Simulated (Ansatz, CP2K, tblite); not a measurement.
# Random packing of 75TeO2-25ZnO (mol %) (55 atoms) in tblite

Aim: run random packing of 75TeO2-25ZnO (mol %) (55 atoms) in tblite and see how near its forces come to a plane-wave reference, and at what cost.

Calculated with tblite 0.8.0; the method is named at each step.

### Step 1. The structure

The cell holds 55 atoms: 15 Te, 35 O and 5 Zn. Cell: a = 9.418 Å, b = 9.418 Å, c = 9.418 Å, α = 90.0°, β = 90.0°, γ = 90.0°. 55 atoms (15 Te, 35 O, 5 Zn) packed at random in a cube at 5.57 g/cm³ and pushed apart as soft spheres, cations and anions kept from their own kind; a start for melting by ab initio MD, not an equilibrated structure. Then every atom was moved at random, 0.05 Å r.m.s. a Cartesian component.

The yardstick, on the same geometry:

```
method                 : Kohn-Sham DFT, PBE, PAW, plane waves (Ansatz 0.2.0); cutoff 420 eV, Γ point, fermi-dirac smearing of 0.05 eV; PAW set soft_2
r.m.s. force component : 2.156 eV/Å
longest force          : 9.587 eV/Å
pressure               : 4.901 GPa
SCF cycles             : 16
time                   : 20 s on 4 threads of Arm Neoverse N1, shared host
CPU time               : 73 s
```

### Step 2. GFN1-xTB

Method: GFN1-xTB tight binding, diagonalisation.

run.py reads:

```python
import numpy as np
from ase.io import read
from tblite.ase import TBLite

atoms = read("structure.xyz")
atoms.calc = TBLite(method="GFN1-xTB", electronic_temperature=580, accuracy=1.0, max_iterations=250, mixer_damping=0.4, verbosity=1)
energy = atoms.get_potential_energy()
forces = atoms.get_forces()
print(f"energy {energy:.6f} eV")
print("forces (eV/A)")
for i, (a, f) in enumerate(zip(atoms, forces)):
    print(f"{i:4d} {a.symbol:2s} {f[0]:10.5f} {f[1]:10.5f} {f[2]:10.5f}")
stress = -atoms.get_stress(voigt=False) * 160.21766
print("stress (GPa, compression positive)")
for row in stress:
    print(" ".join(f"{x:10.4f}" for x in row))
print("charges (e)")
print(np.array2string(atoms.get_charges(), precision=4, suppress_small=True, max_line_width=110, threshold=100000))
```

structure.xyz reads:

```xyz
55
Lattice="9.41830 0.00000 0.00000 0.00000 9.41830 0.00000 0.00000 0.00000 9.41830" Properties=species:S:1:pos:R:3 pbc="T T T"
Te 4.88866 7.23599 5.04237
Te 1.65395 2.41608 8.27087
Te 5.39772 3.59977 7.40222
Te 7.75484 6.88864 5.39471
Te 0.61841 3.87177 6.03779
Te 2.30569 7.12099 3.31713
Te 2.73583 8.10774 6.46981
Te 6.42394 0.08043 7.14595
Te 8.93213 2.61866 1.42687
Te 3.01527 4.89177 5.40648
Te 3.58103 0.06075 2.82455
Te 6.53385 9.24557 3.56492
Te 1.05485 6.93140 8.41356
Te 6.97482 3.03458 4.53774
Te 4.68316 1.51107 5.43078
O 3.75319 6.40313 8.28528
O 6.44683 6.89909 3.82553
O 0.81902 3.96350 9.25282
O 5.06912 5.11131 5.08098
O 4.89262 1.95326 1.18548
O 1.80794 0.41459 5.56499
O 0.57593 1.30208 0.14165
O 3.41687 1.55882 8.77183
O 0.88946 8.64195 1.95533
O 5.65776 8.66079 9.08838
O 5.02033 8.18770 2.44800
O 1.52511 9.18096 7.94867
O 3.66852 5.55435 2.48775
O 3.34519 8.46470 0.65146
O 8.09343 8.87336 8.70364
O 1.48216 5.32605 6.97171
O 7.64841 6.69321 1.06502
O 7.39563 4.02030 7.01353
O 1.57747 6.28229 0.93910
O 8.71193 3.00689 3.31703
O 3.35640 3.66636 6.85040
O 7.69758 9.27552 5.72821
O 0.20221 5.91780 3.99251
O 0.80847 7.73092 6.13508
O 6.20091 1.80342 8.52234
O 3.37015 8.33312 4.50440
O 5.97695 4.26771 1.20724
O 3.09617 3.80349 0.84388
O 0.02760 1.77639 6.71591
O 4.20668 3.22275 4.51250
O 2.44565 1.56400 2.25126
O 3.99025 0.27501 6.75641
O 1.68060 3.85321 4.45128
O 6.80792 6.57567 7.81936
O 6.99799 9.02358 1.68362
Zn 0.79180 1.09525 3.91255
Zn 7.41154 5.31550 3.07168
Zn 4.91080 6.00501 1.06728
Zn 4.85890 2.57920 2.86297
Zn 1.52313 4.45052 2.68299
```

Run with:

```bash
OMP_NUM_THREADS=1 python run.py > output.txt
```

The log of the run:

```text
------------------------------------------------------------
  cycle        total energy    energy error   density error
------------------------------------------------------------
      1     -178.6587062040  -1.7849765E+02   1.5172706E+00
      2     -51.95209007874   1.2670662E+02   2.2911861E+00
      3     -139.2866662444  -8.7334576E+01   1.2366213E+00
      4     -203.7724855167  -6.4485819E+01   8.4130865E-01
      5     -213.1185188831  -9.3460334E+00   5.8220560E-01
      6     -216.9644323976  -3.8459135E+00   4.9340517E-01
      7     -215.2183389434   1.7460935E+00   5.3176114E-01
      8     -217.8755153561  -2.6571764E+00   4.1437111E-01
      9     -219.3388694418  -1.4633541E+00   3.4635414E-01
     10     -220.0923031250  -7.5343368E-01   2.8671824E-01
     11     -219.4435022413   6.4880088E-01   3.5485650E-01
     12     -220.3369639350  -8.9346169E-01   3.3086532E-01
     13     -220.3323356598   4.6282752E-03   3.0114921E-01
     14     -217.4748045693   2.8575311E+00   4.5867795E-01
     15     -219.8144959121  -2.3396913E+00   3.3243635E-01
     16     -221.2200862962  -1.4055904E+00   2.0809816E-01
     17     -220.4420290262   7.7805727E-01   2.4688534E-01
     18     -219.5678170456   8.7421198E-01   2.8579911E-01
     19     -221.2170426535  -1.6492256E+00   2.1271125E-01
     20     -221.7763891671  -5.5934651E-01   1.5506146E-01
     21     -221.9816557104  -2.0526654E-01   1.2615022E-01
     22     -222.1075015981  -1.2584589E-01   1.0339055E-01
     23     -222.3127011501  -2.0519955E-01   5.8055926E-02
     24     -222.3453550129  -3.2653863E-02   4.6387555E-02
[...]
33     -222.4065501462  -1.4600003E-05   1.4750028E-03
     34     -222.4066008710  -5.0724777E-05   3.1031231E-04
     35     -222.4066023391  -1.4680882E-06   2.2429042E-04
     36     -222.4066034109  -1.0718194E-06   1.2096451E-04
     37     -222.4066036509  -2.4000420E-07   7.3351964E-05
     38     -222.4066037722  -1.2126657E-07   2.6680548E-05
     39     -222.4066037836  -1.1483962E-08   2.1277570E-05
     40     -222.4066037902  -6.5180075E-09   1.3498311E-05
------------------------------------------------------------
 total:                                   4.042 sec
energy -6051.991950 eV
forces (eV/A)
   0 Te    3.11530   -2.36942    0.33553
   1 Te    1.63692   -2.91310    2.05621
   2 Te    4.40140   -2.02438    2.08327
   3 Te    3.16935    0.42989    3.42595
   4 Te   -8.26855   -2.95145    1.79119
   5 Te   -4.91309   -4.00637   -6.42037
   6 Te   -4.28756    3.91449    3.84204
   7 Te    1.37731   -1.15136    9.54311
   8 Te    2.11011    0.14406   -3.39533
   9 Te    5.12444    0.84919    0.01923
  10 Te   -1.06910    3.67242   -7.90314
  11 Te    0.69711   -0.76924   -3.69277
  12 Te    1.38366    1.10396    3.21430
  13 Te    1.03110    0.43821   -0.20764
  14 Te   -0.35393    1.22176    0.19957
  15 O    -2.53059    1.12034   -1.60279
  16 O     2.23683   -0.46878   -0.03285
  17 O    -1.13686   -1.83207    0.56916
  18 O     1.47967    2.24599    1.88296
  19 O    -0.75451   -0.30421    0.64971
  20 O     1.78343    0.63597   -1.55224
  21 O    -0.60304    1.80431    0.63330
  22 O    -2.16287    2.12664   -0.12823
  23 O     2.13380   -1.26274    3.35256
[...]
47 O     0.24542   -2.09857   -0.97330
  48 O     0.91775    0.86383   -3.73507
  49 O     1.65794    1.56300    2.90108
  50 Zn    0.63294   -1.04982    0.10794
  51 Zn    0.05846    0.40687   -1.92890
  52 Zn    0.30799   -0.10440   -1.34865
  53 Zn    0.16738    0.57186   -2.33094
  54 Zn    0.52260    0.03763   -2.13045
stress (GPa, compression positive)
   -5.2295     3.0665    -2.0067
    3.0665    -9.5062     0.7388
   -2.0067     0.7388   -14.6674
charges (e)
[ 0.5811  0.733   0.6755  0.6296  0.7025  0.655   0.6887  0.6213  0.6632  0.7168  0.6273  0.5195  0.7511
  0.3804  0.4801 -0.4374 -0.3417 -0.3618 -0.4487 -0.3096 -0.4548 -0.2443 -0.2464 -0.3788 -0.1921 -0.3773
 -0.2716 -0.436  -0.2622 -0.2403 -0.3655 -0.2981 -0.4738 -0.3502 -0.4434 -0.3852 -0.4237 -0.5592 -0.4202
 -0.3297 -0.3716 -0.4235 -0.2976 -0.3918 -0.4571 -0.4191 -0.3563 -0.3587 -0.3752 -0.246   0.6129  0.631
  0.7168  0.6512  0.712 ]
```

The job ended after 5.1 s (1 thread of Arm Neoverse N1, shared host; peak memory 0.1 GiB).

Banners, paths, timers and routine set-up lines are dropped from the logs unmarked, and long logs keep their key lines alone; longer cuts are marked.

Compared with the plane-wave run:

| Quantity | Value |
| --- | --- |
| r.m.s. force component | 2.208 eV/Å |
| r.m.s. difference of force components | 737.6 meV/Å |
| longest difference of force vectors | 2184 meV/Å |
| force difference over r.m.s. force | 34.21 % |
| slope of forces against the reference's | 0.9657 |
| correlation of force components | 0.9431 |
| pressure | -9.801 GPa |
| pressure difference | -14.7 GPa |

Length of the force difference by element (eV/Å):

```tsv
element	atoms	mean	most
O	35	1.1	1.9
Te	15	1.3	2.2
Zn	5	0.96	1.5
```

Local excerpt of 13 atoms (numbers count through the whole input) about Te14, whose charge lies farthest from its element's mean; x, y, z are measured from there.

```tsv
atom	x	y	z	distance (Å)	Mulliken charge (e)	Fx	Fy	Fz (eV/Å)
Te14	0.00	0.00	0.00	0.00	0.38	1.03	0.44	-0.21
O35	1.74	-0.03	-1.22	2.12	-0.44	-0.51	-0.74	1.50
O33	0.42	0.99	2.48	2.70	-0.47	-1.95	-0.65	-1.42
Zn54	-2.12	-0.46	-1.67	2.74	0.65	0.17	0.57	-2.33
Zn52	0.44	2.28	-1.47	2.75	0.63	0.06	0.41	-1.93
O45	-2.77	0.19	-0.03	2.77	-0.46	-1.86	-1.39	-0.74
O19	-1.91	2.08	0.54	2.87	-0.45	1.48	2.25	1.88
Te15	-2.29	-1.52	0.89	2.89	0.48	-0.35	1.22	0.20
Te3	-1.58	0.57	2.86	3.32	0.68	4.40	-2.02	2.08
Te12	-0.44	-3.21	-0.97	3.38	0.52	0.70	-0.77	-3.69
O37	0.72	-3.18	1.19	3.47	-0.42	0.54	-1.56	-3.17
Te5	3.06	0.84	1.50	3.51	0.70	-8.27	-2.95	1.79
O44	2.47	-1.26	2.18	3.53	-0.39	1.59	3.35	-0.14
```

Atoms are counted from 1 here, from 0 in the log.

Forces lie 34 % from the reference's, at 0.068 times its CPU time (on 1 against 4 cores).

### Step 3. Results

- force difference from the reference: tblite GFN1-xTB, 34 %
- its CPU time: 5 s

Tight binding differs by 34 % (tblite GFN1-xTB); it is another model, with fitted parameters of its own, and the xTB methods hold dispersion. One electronic-structure run takes under half the reference's CPU time: tblite GFN1-xTB, at 34 % in 5 s against 73 s; its pressure misses by -14.7 GPa. Periodic xTB results under one method name differ between programs and library versions. The reference's stress is far from hydrostatic: its diagonal is 7.9, 4.1, 2.7 GPa, compression counted positive. The reference's pressure of 4.9 GPa belongs to a cell and atoms that aren't relaxed at this level. The electronic-structure runs sample only Γ, in a cell whose shortest periodic width is 9 Å, which is coarse for a cell with partly filled levels. Spin–orbit coupling is left out, which matters for the levels of the heavy elements.

[Also dropped from logs without a mark: logging warnings of Python, and SIESTA's first energy breakdown and zero terms.]

[Logs are printed without paths, hosts, clocks, repeated set-up lines and the standing remarks that a program may print on its own settings, such as how far it seeks lower states.]

[Hosts, paths, dates, database ids (printed as entryN), source tags and the programs' standing remarks are cut or masked in the printed files.]
